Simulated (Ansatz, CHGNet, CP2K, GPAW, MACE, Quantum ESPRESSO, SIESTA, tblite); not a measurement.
**Random packing of Sn (61 atoms): forces by two methods**

61 atoms (61 Sn) packed at random in a cube at 7.11 g/cm³ and pushed apart as soft spheres; a start for melting by ab initio MD, not an equilibrated structure. Then every atom was moved at random, 0.05 Å r.m.s. a Cartesian component.

Two calculations on one geometry. First: Kohn-Sham DFT, PBE, PAW, atomic orbitals (dzp); LCAO dzp; h 0.2 Å; levels smeared at 580 K (GPAW 26.7.0; Γ point). Second: Kohn-Sham DFT, PBE, SSSP efficiency 1.3.0 pseudopotentials, plane waves; sssp-1.3.0-efficiency; 45/360 Ry; levels smeared at 580 K (Quantum ESPRESSO 7.5; sssp-pbe-1.3.0-efficiency, cutoffs 45/360 Ry, Γ point).

Cell vectors (Å):

```
11.914 0.000 0.000
0.000 11.914 0.000
0.000 0.000 11.914
```

Atom, position (Å) and force of the first calculation (eV/Å):

```
1 Sn 11.627 1.693 0.022 -1.067 -0.963 1.782
2 Sn 5.331 0.032 1.098 1.086 -0.396 0.766
3 Sn 9.605 6.442 11.356 -1.597 1.244 -1.911
4 Sn 3.112 4.125 0.997 0.806 0.968 1.616
5 Sn 7.430 6.866 8.985 1.548 0.830 0.068
6 Sn 3.799 6.304 3.364 -1.432 0.843 1.078
7 Sn 4.738 3.759 6.313 0.106 0.576 1.425
8 Sn 2.201 0.680 6.252 2.336 1.234 -0.749
9 Sn 8.683 1.739 11.174 -1.095 0.262 1.799
10 Sn 5.376 1.707 4.262 -1.328 -0.706 -2.151
11 Sn 2.602 9.934 3.205 0.640 -0.412 -0.405
12 Sn 4.034 10.002 7.744 -1.776 2.256 2.101
13 Sn 4.074 10.758 10.426 0.147 0.384 0.929
14 Sn 1.320 8.156 8.619 0.052 -0.939 -1.192
15 Sn 1.025 6.059 0.684 0.507 -2.113 -2.321
16 Sn 7.239 0.429 8.646 -0.534 -1.608 0.510
17 Sn 6.143 2.899 11.074 0.234 -0.470 -0.412
18 Sn 0.055 0.042 7.494 -0.872 -1.263 1.063
19 Sn 10.574 0.783 9.675 0.287 -1.643 -1.346
20 Sn 11.165 4.763 9.936 -0.345 0.125 -1.585
21 Sn 5.702 8.217 7.279 2.720 -1.585 2.163
22 Sn 7.241 4.210 4.506 0.102 0.105 0.927
23 Sn 8.146 9.758 5.055 0.360 1.524 0.541
24 Sn 0.390 2.987 2.368 2.099 -0.428 -1.071
25 Sn 3.660 1.897 11.409 0.193 -1.920 -1.401
26 Sn 1.345 3.424 10.978 0.544 1.224 -1.449
27 Sn 11.108 9.510 3.331 -1.573 1.214 4.148
28 Sn 3.653 6.631 9.358 -0.758 -0.554 -1.577
29 Sn 2.454 11.682 1.142 1.321 0.963 -0.787
30 Sn 5.781 5.514 10.609 -0.081 0.143 -0.281
31 Sn 4.888 1.103 6.983 0.018 -0.939 2.056
32 Sn 7.579 0.730 5.410 0.344 -2.135 1.086
33 Sn 9.842 7.614 1.905 -2.298 1.698 0.198
34 Sn 7.944 2.054 2.933 0.427 -2.187 -2.819
35 Sn 2.403 3.629 8.435 0.415 0.558 -0.890
36 Sn 10.453 9.489 7.663 0.381 -0.540 -1.423
37 Sn 4.864 9.386 5.014 0.468 0.612 -2.646
38 Sn 10.337 0.303 5.053 0.187 -1.946 -1.178
39 Sn 0.417 10.202 10.224 -0.114 0.953 1.007
40 Sn 11.391 4.661 6.745 0.768 -0.641 0.423
41 Sn 3.337 3.445 3.816 -1.796 0.084 -0.585
42 Sn 5.124 6.482 1.129 0.224 2.005 -0.814
43 Sn 7.554 10.091 0.169 -0.016 1.447 -0.310
44 Sn 2.369 5.938 5.823 -0.657 -0.332 1.273
45 Sn 2.127 9.910 5.840 -1.795 -1.082 0.243
46 Sn 0.482 6.593 3.331 0.733 -1.289 1.070
47 Sn 0.320 2.256 5.070 2.036 0.463 0.649
48 Sn 2.547 8.199 11.435 2.503 0.187 -1.307
49 Sn 9.389 1.865 7.290 1.530 1.032 -0.398
50 Sn 10.094 3.401 3.972 -1.405 1.757 0.945
51 Sn 8.762 9.725 9.737 -0.521 -0.144 0.032
52 Sn 0.709 8.641 1.301 0.549 0.095 -0.628
53 Sn 0.123 7.772 5.736 -0.721 0.676 1.333
54 Sn 9.273 6.445 6.866 -0.214 0.409 -0.124
55 Sn 6.712 8.719 2.252 -0.831 -0.201 1.231
56 Sn 10.375 5.039 1.670 -0.990 -2.593 0.363
57 Sn 5.679 6.277 5.540 -1.182 -0.321 -0.290
58 Sn 7.971 7.108 4.356 1.554 -0.819 -0.874
59 Sn 7.455 3.310 8.401 -1.141 2.241 0.497
60 Sn 6.769 4.339 1.506 1.311 -0.241 0.701
61 Sn 11.804 11.152 1.341 -2.429 2.325 -1.074
```

Q: Give the forces of the second method.

Atom and force (eV/Å):

```
1 -1.021 -0.920 1.710
2 0.994 -0.415 0.714
3 -1.512 1.168 -1.779
4 0.754 0.948 1.574
5 1.487 0.786 0.040
6 -1.385 0.783 1.022
7 0.088 0.524 1.331
8 2.235 1.173 -0.719
9 -1.059 0.221 1.682
10 -1.257 -0.634 -2.044
11 0.625 -0.381 -0.365
12 -1.688 2.131 1.982
13 0.132 0.388 0.914
14 0.075 -0.866 -1.131
15 0.496 -1.989 -2.199
16 -0.494 -1.466 0.488
17 0.248 -0.425 -0.391
18 -0.845 -1.211 1.019
19 0.259 -1.601 -1.295
20 -0.318 0.129 -1.497
21 2.578 -1.517 2.052
22 0.085 0.122 0.855
23 0.344 1.461 0.492
24 1.998 -0.402 -1.029
25 0.170 -1.855 -1.343
26 0.535 1.189 -1.384
27 -1.501 1.128 3.926
28 -0.757 -0.510 -1.504
29 1.281 0.904 -0.778
30 -0.068 0.143 -0.259
31 0.041 -0.869 1.979
32 0.328 -2.033 1.042
33 -2.180 1.604 0.184
34 0.413 -2.061 -2.701
35 0.405 0.568 -0.857
36 0.382 -0.519 -1.339
37 0.420 0.564 -2.487
38 0.161 -1.838 -1.096
39 -0.094 0.905 0.953
40 0.714 -0.597 0.397
41 -1.712 0.097 -0.538
42 0.173 1.901 -0.753
43 -0.013 1.359 -0.316
44 -0.646 -0.323 1.183
45 -1.684 -1.051 0.242
46 0.683 -1.211 0.996
47 1.930 0.440 0.604
48 2.376 0.171 -1.262
49 1.451 0.946 -0.377
50 -1.318 1.646 0.910
51 -0.470 -0.141 0.060
52 0.548 0.057 -0.586
53 -0.688 0.647 1.277
54 -0.201 0.406 -0.122
55 -0.782 -0.186 1.194
56 -0.924 -2.445 0.326
57 -1.136 -0.313 -0.296
58 1.486 -0.774 -0.843
59 -1.087 2.094 0.504
60 1.254 -0.250 0.670
61 -2.310 2.198 -1.028
```

The two sets differ by 66.6 meV/Å r.m.s., 5.6 % of the r.m.s. force of the Quantum ESPRESSO run. The electronic-structure runs sample only Γ, in a cell whose shortest periodic width is 12 Å, which is coarse for a cell with partly filled levels.

[Logs are printed without paths, hosts, clocks, repeated set-up lines and the standing remarks that a program may print on its own settings, such as how far it seeks lower states.]

[Hosts, paths, dates, database ids (printed as entryN), source tags and the programs' standing remarks are cut or masked in the printed files.]
